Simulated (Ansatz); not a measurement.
# Cs2AgAsF6 (Fm-3m): band gap by G0W0 on PBE

Wanted: the gap of Cs2AgAsF6 (Fm-3m) with a many-body correction, and the time that it takes.

Calculated with Ansatz 0.2.0; PBE, then G0W0 on it, plane waves, PAW.

Report form: the programs' logs are mostly left out.

In doubt: one-shot GW on d or f shells is unsure (step 3), so the values of those runs are not to be relied on; masses and optical values from hybrid runs of this build are listed as unsure (in some of the runs), which bears on the screening that GW takes from such a start.

**1. Set-up**

It takes space group Fm-3m (No. 225, cubic). The conventional cell has a = 9.195 Å, b = 9.195 Å, c = 9.195 Å, α = 90.00°, β = 90.00°, γ = 90.00°. Cs has 12 F at 3.26 Å nearest. Nearest to Ag lie 6 F at 2.51 Å. Nearest to As lie 6 F at 2.08 Å. Nearest to F lie 1 As at 2.08 Å and 1 Ag at 2.51 Å and 4 Cs at 3.26 Å. Farther neighbours and most contacts between anions are not listed.

The cell and positions are those that the Materials Project relaxed with its own functionals (PBE, PBE+U or r2SCAN), kept fixed. Spin-orbit coupling is left out unless a step names it.

**2. Bands along the symmetry lines**

Levels along a band path and on the mesh show where this functional puts the band edges.

This step: DFT, PBE, plane waves, PAW; PAW set soft_1.

Input file input.yaml:

```yaml
crystal:
  lattice:
    - [0.0, 4.5976094258, 4.5976094258]
    - [4.5976094258, 0.0, 4.5976094258]
    - [4.5976094258, 4.5976094258, 0.0]
  atoms:
    - { symbol: Cs, position: [0.75, 0.75, 0.75] }
    - { symbol: Cs, position: [0.25, 0.25, 0.25] }
    - { symbol: Ag, position: [0.5, 0.5, 0.5] }
    - { symbol: As, position: [0.0, 0.0, 0.0] }
    - { symbol: F, position: [0.77327897, 0.22672103, 0.22672103] }
    - { symbol: F, position: [0.22672103, 0.22672103, 0.77327897] }
    - { symbol: F, position: [0.22672103, 0.77327897, 0.77327897] }
    - { symbol: F, position: [0.22672103, 0.77327897, 0.22672103] }
    - { symbol: F, position: [0.77327897, 0.22672103, 0.77327897] }
    - { symbol: F, position: [0.77327897, 0.77327897, 0.22672103] }
kpoints:
  mp_grid: { grid: [4, 4, 4] }
  band_path:
    path:
      - [[0.0, 0.0, 0.0], [0.5, 0.0, 0.5], [0.625, 0.25, 0.625]]
      - [[0.375, 0.375, 0.75], [0.0, 0.0, 0.0], [0.5, 0.5, 0.5], [0.5, 0.25, 0.75], [0.5, 0.0, 0.5]]
    npoints: 10
hamiltonian:
  xc: pbe
  pseudopotentials: { kind: paw, azcp: { folder: soft_1 } }
scf:
  occupations: { method: fermi_dirac, width: 0.02 }
  n_extra_bands: 7
output:
  eigenvalues: true
  forces: true
  stress: true
  write_density: true
  write_potential: true
  elf: true
  volumetric_format: npy
```

On the command line:

```bash
$ ansatz run input.yaml --threads 2 --pin off --max-ram 92160MiB --backend cuda --events-out ev --progress --plain --runs-dir out --devices 1 --max-vram 13GiB
```

Elapsed: 12 s, on 1 × NVIDIA H100 80GB HBM3 (shared by 6 runs) with 2 threads of AMD EPYC 7R13 (Zen 3), shared host; peak memory 1 GiB; 6 s of CPU time.

Numbers from this step:

- pressure: -0.05075 GPa
- filled bands: 47
- gap: 2.431 eV
- valence top at: X
- conduction bottom at: L
- least direct gap: 3.176 eV

Over mesh and path the gap is 2.431 eV, from k = (0.500, 0.000, 0.500) to k = (0.500, 0.500, 0.500). The least direct gap found is 3.176 eV, at k = (0.500, 0.375, 0.625).

Electronic bands along the path, in eV, zero at the top of the highest nominally filled band:

| point | band 44 | band 45 | band 46 | band 47 | band 48 | band 49 | band 50 | band 51 |
| --- | --- | --- | --- | --- | --- | --- | --- | --- |
| Γ | -1.76 | -1.76 | -1.07 | -1.07 | 3.68 | 3.74 | 3.74 | 3.74 |
| halfway | -1.70 | -1.70 | -1.07 | -0.80 | 3.11 | 4.08 | 4.08 | 5.15 |
| X | -1.65 | -1.65 | -1.07 | 0.00 | 3.66 | 4.24 | 4.40 | 4.40 |
| halfway | -1.66 | -1.65 | -1.10 | -0.03 | 3.46 | 4.26 | 4.46 | 4.59 |
| U | -1.67 | -1.66 | -1.20 | -0.14 | 3.14 | 4.29 | 4.59 | 4.92 |
| jump to K | -1.67 | -1.66 | -1.20 | -0.14 | 3.14 | 4.29 | 4.59 | 4.92 |
| halfway | -1.72 | -1.55 | -1.30 | -0.91 | 2.84 | 4.08 | 4.38 | 5.24 |
| Γ | -1.76 | -1.76 | -1.07 | -1.07 | 3.68 | 3.74 | 3.74 | 3.74 |
| halfway | -1.73 | -1.42 | -1.20 | -1.20 | 2.85 | 4.16 | 4.16 | 4.94 |
| L | -1.71 | -1.32 | -1.32 | -1.00 | 2.43 | 4.65 | 4.65 | 5.75 |
| halfway | -1.70 | -1.68 | -1.29 | -0.43 | 2.75 | 4.49 | 4.62 | 5.30 |
| W | -1.70 | -1.65 | -1.25 | -0.10 | 3.21 | 4.34 | 4.34 | 5.05 |
| halfway | -1.67 | -1.65 | -1.14 | -0.05 | 3.38 | 4.28 | 4.39 | 4.77 |
| X | -1.65 | -1.65 | -1.07 | 0.00 | 3.66 | 4.24 | 4.40 | 4.40 |

Electrostatic potential energy in the ac plane of the conventional cell at fractional y = 0.000, with atoms of Ag and As and F within 0.2 Å of it. With pseudopotentials it is smooth inside the atoms' cores, unlike the true potential.

Ten even steps from '0' (-37 eV) to '9' (11 eV), each cell a mean:
```
97585004996356358971027659
65689668998533479997689855
67899999999877899999999987
58999999999999999999999996
03999999999977899999999961
02899999999710499999999950
26999999999500289999999984
99999999999721599999999999
99999999999987899999999999
56899999998755689999999975
43689843587577568733699743
84489600176699857400289636
63589710276599758500499635
34799976898556568966899853
78999999999876789999999987
99999999999965899999999999
78999999999610399999999997
04999999999500289999999971
02899999999842699999999950
15999999999999999999999972
78999999999999999999999998
56899999999755689999999875
75687336997434368984358757
98574002896368448960017669
```
Columns run along a (9.2 Å; values clipped at the 3rd and 97th percentile), rows up along c (9.2 Å), edges of the conventional cell, whose origin can differ from the input's. Atoms in or near the plane, at fractional coordinates: Ag at (0.50, 0.00), Ag at (0.00, 0.50), As at (0.00, 0.00), As at (0.50, 0.50), F at (0.23, 0.00), F at (0.73, 0.50), F at (0.00, 0.23), F at (0.50, 0.73), F at (0.77, 0.00), F at (0.27, 0.50), F at (0.50, 0.27), F at (0.00, 0.77).

ELF in the ac plane of the conventional cell at fractional y = 0.000, with atoms of Ag and As and F within 0.2 Å of it. It is the smooth field of the valence electrons, not physical close to the nuclei.

Values, 13 rows by 16 columns, each cell a mean:
```
0.42 0.43 0.48 0.73 0.73 0.24 0.23 0.50 0.54 0.32 0.13 0.64 0.74 0.61 0.36 0.45
0.46 0.23 0.12 0.33 0.27 0.05 0.07 0.16 0.18 0.10 0.04 0.21 0.35 0.16 0.15 0.42
0.69 0.63 0.12 0.01 0.01 0.02 0.29 0.59 0.61 0.41 0.07 0.01 0.01 0.04 0.49 0.73
0.72 0.55 0.09 0.01 0.01 0.05 0.54 0.74 0.69 0.68 0.14 0.01 0.01 0.04 0.42 0.71
0.18 0.09 0.03 0.10 0.19 0.09 0.21 0.50 0.54 0.30 0.06 0.17 0.14 0.03 0.07 0.17
0.45 0.27 0.10 0.56 0.74 0.52 0.29 0.47 0.45 0.37 0.39 0.72 0.67 0.19 0.19 0.41
0.66 0.38 0.16 0.70 0.67 0.67 0.42 0.37 0.32 0.46 0.56 0.67 0.74 0.29 0.28 0.59
0.36 0.20 0.08 0.46 0.66 0.41 0.23 0.43 0.45 0.30 0.30 0.64 0.57 0.14 0.15 0.33
0.29 0.16 0.03 0.05 0.09 0.04 0.28 0.61 0.63 0.41 0.07 0.08 0.06 0.02 0.10 0.26
0.72 0.64 0.13 0.01 0.00 0.05 0.55 0.75 0.70 0.68 0.14 0.01 0.00 0.05 0.50 0.75
0.69 0.54 0.08 0.03 0.02 0.02 0.20 0.43 0.46 0.27 0.04 0.02 0.03 0.04 0.41 0.69
0.43 0.24 0.18 0.48 0.42 0.10 0.10 0.23 0.25 0.14 0.06 0.32 0.51 0.28 0.17 0.40
0.37 0.45 0.53 0.71 0.74 0.27 0.26 0.55 0.61 0.36 0.15 0.69 0.70 0.65 0.40 0.42
```
Columns run along a (9.2 Å), rows up along c (9.2 Å), edges of the conventional cell, whose origin can differ from the input's. Atoms in or near the plane, at fractional coordinates: Ag at (0.50, 0.00), Ag at (0.00, 0.50), As at (0.00, 0.00), As at (0.50, 0.50), F at (0.23, 0.00), F at (0.73, 0.50), F at (0.00, 0.23), F at (0.50, 0.73), F at (0.77, 0.00), F at (0.27, 0.50), F at (0.50, 0.27), F at (0.00, 0.77).

**3. The quasiparticle correction**

G0W0 replaces the xc potential by a self-energy built once from the orbitals of the start. Levels are corrected in the window of bands that the input names, at points of the mesh.

This step: G0W0 on PBE, plane waves, PAW; PAW set soft_1.

input.yaml, the sections that differ from step 2:

```yaml
kpoints:
  mp_grid: { grid: [4, 4, 4] }
scf:
  occupations: { method: fixed }
gw:
  n_empty_bands: 1065
  ecut_chi: 180.0
  qp_bands: [v3, c3]
  qp_kpoints: band_edges
  screening: { model: contour_deformation }
# crystal, hamiltonian: as in step 2
# output: removed
```

It took 79 s on 1 × NVIDIA H100 80GB HBM3 (shared by 6 runs) with 2 threads; peak memory 3.6 GiB; 2.1 min of CPU time.

This step gave:

```
bands summed                                    : 1112
RPA ε∞ on this mesh (eigenvalues)               : 2.927, 2.927, 2.927
plane waves in the screening matrix             : 1067
q-points in the mesh                            : 64
G0W0 gap over the corrected points              : 4.259 eV
k of the valence top                            : 0, -0.5, -0.5
k of the conduction bottom                      : 0, 0, -0.5
starting gap on the mesh                        : 2.431 eV
Z at the valence top                            : 0.7561
Z at the conduction bottom                      : 0.8138
least direct G0W0 gap over the corrected points : 5.168 eV
```

Over all 8 irreducible mesh points the G0W0 gap is 4.259 eV, from k = (0.000, -0.500, -0.500) to k = (0.000, 0.000, -0.500). The PBE gap of this run on the mesh is 2.431 eV. The two states that bound the G0W0 gap lie that far apart at the start, so the correction of the gap is 4.259 − 2.431 = +1.828 eV. The program's warnings for this run: metallic iterate.

Labels follow the order of the start: v1 is the top filled band, c1 the lowest empty one; levels that stay degenerate share a row, the window can cut a multiplet, doubted levels are not marked in this list, bands outside the window were not corrected, and the list may be a part of the corrected levels. Levels before and after the correction, in eV, zero at the valence-band top of each column:

|  | conduction bottom | valence top |
| --- | --- | --- |
| Kohn-Sham | 2.43 | 0.00 |
| G0W0 | 4.26 | 0.00 |

|  | level | occupation | energy (eV) |
| --- | --- | --- | --- |
| Kohn-Sham | (0 0 -0.5) v3-v2 | 2 | -1.325 |
| Kohn-Sham | (0 0 -0.5) v1 | 2 | -1.004 |
| Kohn-Sham | (0 0 -0.5) c1 | 0 | 2.431 |
| Kohn-Sham | (0 0 -0.5) c2-c3 | 0 | 4.646 |
| Kohn-Sham | (0 -0.5 -0.5) v3 | 2 | -1.650 |
| Kohn-Sham | (0 -0.5 -0.5) v2 | 2 | -1.066 |
| Kohn-Sham | (0 -0.5 -0.5) v1 | 2 | 0.000 |
| Kohn-Sham | (0 -0.5 -0.5) c1 | 0 | 3.656 |
| Kohn-Sham | (0 -0.5 -0.5) c2 | 0 | 4.240 |
| Kohn-Sham | (0 -0.5 -0.5) c3 | 0 | 4.404 |
| G0W0 | (0 0 -0.5) v3-v2 | 2 | -1.755 |
| G0W0 | (0 0 -0.5) v1 | 2 | -0.911 |
| G0W0 | (0 0 -0.5) c1 | 0 | 4.259 |
| G0W0 | (0 0 -0.5) c2-c3 | 0 | 6.789 |
| G0W0 | (0 -0.5 -0.5) v3 | 2 | -2.154 |
| G0W0 | (0 -0.5 -0.5) v2 | 2 | -1.459 |
| G0W0 | (0 -0.5 -0.5) v1 | 2 | 0.000 |
| G0W0 | (0 -0.5 -0.5) c1 | 0 | 5.609 |
| G0W0 | (0 -0.5 -0.5) c2 | 0 | 6.292 |
| G0W0 | (0 -0.5 -0.5) c3 | 0 | 6.493 |

The parts of the quasiparticle energy for the two states that bound the G0W0 gap, in eV on the run's own scale (QP = start + Σx + Σc − Vxc, with Σc at the quasiparticle energy):

| edge | k | band | start | Σx | Σc | Vxc | Z | QP |
| --- | --- | --- | --- | --- | --- | --- | --- | --- |
| valence top | (0.000, -0.500, -0.500) | 47 | 5.277 | −31.634 | 3.712 | −26.852 | 0.756 | 4.206 |
| conduction bottom | (0.000, 0.000, -0.500) | 48 | 7.707 | −8.909 | −3.879 | −13.546 | 0.814 | 8.466 |

**4. Spin-orbit coupling**

This run has two-component orbitals with spin-orbit coupling.

This step: DFT, PBE with spin-orbit coupling, plane waves, PAW; PAW set soft_1.

Changes to input.yaml since step 3:

```diff
@@ -18,12 +18,28 @@
   mp_grid: { grid: [4, 4, 4] }
+  band_path:
+    path:
+      - [0.0, 0.0, 0.0]
+      - [0.5, 0.0, 0.5]
+      - [0.625, 0.25, 0.625]
+      - [0.375, 0.375, 0.75]
+      - [0.5, 0.5, 0.5]
+      - [0.5, 0.25, 0.75]
+      - [0.5, 0.375, 0.625]
+    npoints: 1
 hamiltonian:
   xc: pbe
-  pseudopotentials: { kind: paw, azcp: { folder: soft_1 } }
+  pseudopotentials: { kind: paw_fr, azcp: { folder: soft_1 } }
 scf:
   occupations: { method: fixed }
-gw:
-  n_empty_bands: 1065
-  ecut_chi: 180.0
-  qp_bands: [v3, c3]
-  qp_kpoints: band_edges
-  screening: { model: contour_deformation }
+  n_extra_bands: 14
+magnetization:
+  noncollinear: true
+  spin_orbit: true
+output:
+  eigenvalues: true
+  forces: true
+  stress: true
+  write_density: true
+  write_potential: true
+  elf: true
+  volumetric_format: npy
```

Elapsed: 12 s, on 1 × NVIDIA H100 80GB HBM3 (shared by 6 runs) with 2 threads; peak memory 1.3 GiB.

Numbers from this step:

```yaml
pressure: -0.05098 GPa
gap: 2.411 eV
valence_top_at: X
conduction_bottom_at: L
least_direct_gap: 3.154 eV
```

Over mesh and listed points the gap is 2.411 eV, from k = (0.500, 0.000, 0.500) to k = (0.500, 0.500, 0.500). The least direct gap found is 3.154 eV, at k = (0.500, 0.375, 0.625). PBE+SOC against PBE: 2.411 − 2.431 = −0.020 eV, with the same mesh, set of files (read in its fully relativistic form for the spin-orbit run) and cutoff, and both edges at the same k points. The spin-orbit run sees mesh and listed points alone, so its gap is an upper bound: the coupling can move an edge off these points, and the change over the zone, its sign included where it is small, is not known. The program's warnings for this run: metallic iterate.

**5. Side by side**

Each gap is the least one over the points named; times are wall times on shared hosts, not benchmarks. A G0W0 time includes the run's own self-consistent start. Runs with listed points see these and the mesh alone, so an edge that moves elsewhere is missed. Rows marked * are further runs, not shown as steps, whose inputs differ from the G0W0 step on the same start in the columns given; solver thresholds can differ too. Symmetry makes (0.500, 0.000, 0.500) and (0.000, -0.500, -0.500) one point. Symmetry makes (0.500, 0.500, 0.500) and (0.000, 0.000, -0.500) one point.

| level | mesh | files, cutoff | bands summed, screening | points | gap (eV) | valence top | conduction bottom | least direct gap (eV) | time |
| --- | --- | --- | --- | --- | --- | --- | --- | --- | --- |
| PBE | 4×4×4 | soft_1 PAW, 420 eV | - | mesh and path | 2.431 | (0.500, 0.000, 0.500) | (0.500, 0.500, 0.500) | 3.176 | 12 s |
| PBE+SOC | 4×4×4 | soft_1 PAW, 420 eV | - | mesh and listed points | 2.411 | (0.500, 0.000, 0.500) | (0.500, 0.500, 0.500) | 3.154 | 12 s |
| G0W0@PBE* | 4×4×4 | soft_1 PAW, 420 eV | 222, 54 eV | all 8 irreducible mesh points | 4.253 | (0.000, -0.500, -0.500) | (0.000, 0.000, -0.500) | 5.171 | 15 s |
| G0W0@PBE* | 4×4×4 | soft_1 PAW, 420 eV | 542, 108 eV | all 8 irreducible mesh points | 4.162 | (0.000, -0.500, -0.500) | (0.000, 0.000, -0.500) | 5.059 | 31 s |
| G0W0@PBE | 4×4×4 | soft_1 PAW, 420 eV | 1112, 180 eV | all 8 irreducible mesh points | 4.259 | (0.000, -0.500, -0.500) | (0.000, 0.000, -0.500) | 5.168 | 79 s |
| G0W0@PBE* | 2×2×2 | soft_1 PAW, 420 eV | 542, 108 eV | all 3 irreducible mesh points | 4.210 | (0.000, -0.500, -0.500) | (0.000, 0.000, -0.500) | 5.101 | 14 s |
| G0W0@PBE* | 4×4×4 | soft_1 PAW, 420 eV | 1112, 180 eV, plasmon pole | all 8 irreducible mesh points | 4.238 | (0.000, -0.500, -0.500) | (0.000, 0.000, -0.500) | 5.179 | 1.8 min |

**6. Outcome**

| Item | Value |
| --- | --- |
| PBE gap over mesh and path | 2.431 eV, from k = (0.500, 0.000, 0.500) to k = (0.500, 0.500, 0.500) |
| G0W0@PBE gap over all 8 irreducible mesh points | 4.259 eV, from k = (0.000, -0.500, -0.500) to k = (0.000, 0.000, -0.500) |
| PBE+SOC gap over mesh and listed points | 2.411 eV |
| GW settings | 4×4×4 mesh, 1065 empty bands, screening to 180 eV, PAW set soft_1 files |
| known limits | finite bands, screening cutoff and k mesh; no spin-orbit coupling in G0W0; d shells not analysed |

In words: Over all 8 irreducible mesh points the G0W0 gap is 4.259 eV, from k = (0.000, -0.500, -0.500) to k = (0.000, 0.000, -0.500). The PBE gap of this run on the mesh is 2.431 eV. The two states that bound the G0W0 gap lie that far apart at the start, so the correction of the gap is 4.259 − 2.431 = +1.828 eV. The valence state moves by 4.206 − 5.277 = −1.071 eV and the conduction state by 8.466 − 7.707 = +0.759 eV, on the run's own scale; with 222 bands the edge states move by −0.721 and +1.101 eV, so the split between the edges depends on the bands and cutoff. Both edges that PBE shows over mesh and path lie at k points where levels were corrected. Levels at other points were not corrected, so a lower G0W0 gap elsewhere in the zone is not ruled out. From 222 bands and 54 eV to 1112 bands and 180 eV the gap moves by 4.259 − 4.253 = +0.006 eV (rung by rung 4.253, 4.162, 4.259 eV); bands and screening cutoff rise together, so their parts are not told apart. The gap turns back along the series (4.253, 4.162, 4.259 eV), so no line is drawn and the limit is not known. With the 2×2×2 mesh in place of the 4×4×4 mesh and all else as in the G0W0@PBE row with 542 bands, the gap differs by 4.210 − 4.162 = +0.048 eV, and that of the start by 2.424 − 2.431 = −0.007 eV. With the plasmon pole model in place of the contour deformation model and all else as in the G0W0@PBE row with 1112 bands, the gap differs by 4.238 − 4.259 = −0.021 eV. G0W0 on other starts in this series, not shown as steps and not all at these settings: 5.131 eV on HSE06 (4×4×4, soft_1 PAW, 1112 bands, 180 eV) and 4.263 eV on LDA (4×4×4, soft_1 PAW, 1112 bands, 180 eV). PBE+SOC against PBE: 2.411 − 2.431 = −0.020 eV, with the same mesh, set of files (read in its fully relativistic form for the spin-orbit run) and cutoff, and both edges at the same k points. The spin-orbit run sees mesh and listed points alone, so its gap is an upper bound: the coupling can move an edge off these points, and the change over the zone, its sign included where it is small, is not known. What spin-orbit coupling does to the G0W0 levels was not computed, so no sum with the G0W0 gap is formed. For the G0W0 step: the program's warnings for this run: metallic iterate. For the further run with 222 bands on the 4×4×4 mesh, the program warns: metallic iterate. For the further run with 542 bands on the 4×4×4 mesh, the program warns: metallic iterate. For the further run with 542 bands on the 2×2×2 mesh, the program warns: metallic iterate. For the further run with 1112 bands on the 4×4×4 mesh, the program warns: metallic iterate. The G0W0 runs are scalar-relativistic. One-shot GW is known to converge slowly in bands for compounds with shallow d shells. The cell holds Ag; the filling of the d shell and its place against the gap were not analysed here. G0W0@PBE runs of this series with other atomic data on the same mesh, not shown as steps, give 4.381 eV (hard PAW, 1050 eV, 1626 bands, screening to 234 eV); where bands and cutoffs differ too, the part of the files is not isolated.

[Paths, hosts, dates, memory and timing lines, banners, echoed tables and standing remarks are left out of the program output.]

[Logs are printed without paths, hosts, clocks, repeated set-up lines and the standing remarks that a program may print on its own settings, such as how far it seeks lower states.]

[Runs of the session that timed out or met a known fault of the program may be left out.]

[Cells called generated may have been cut or substituted from an entry of the Crystallography Open Database or the Materials Project.]

[Hosts, paths, dates, database ids (printed as entryN), source tags and the programs' standing remarks are cut or masked in the printed files.]

[Where an RPA ε∞ is given, it is that of the G0W0 mesh and is not shown converged in it. Names of k-points follow the symmetry that the program found, which can be lower than the space group named. Band edges on a path are those of the sampled points; other points can move an edge, and change direct to indirect where valleys lie close.]

[Hybrid gaps are those of their k-mesh and are not shown converged in it.]
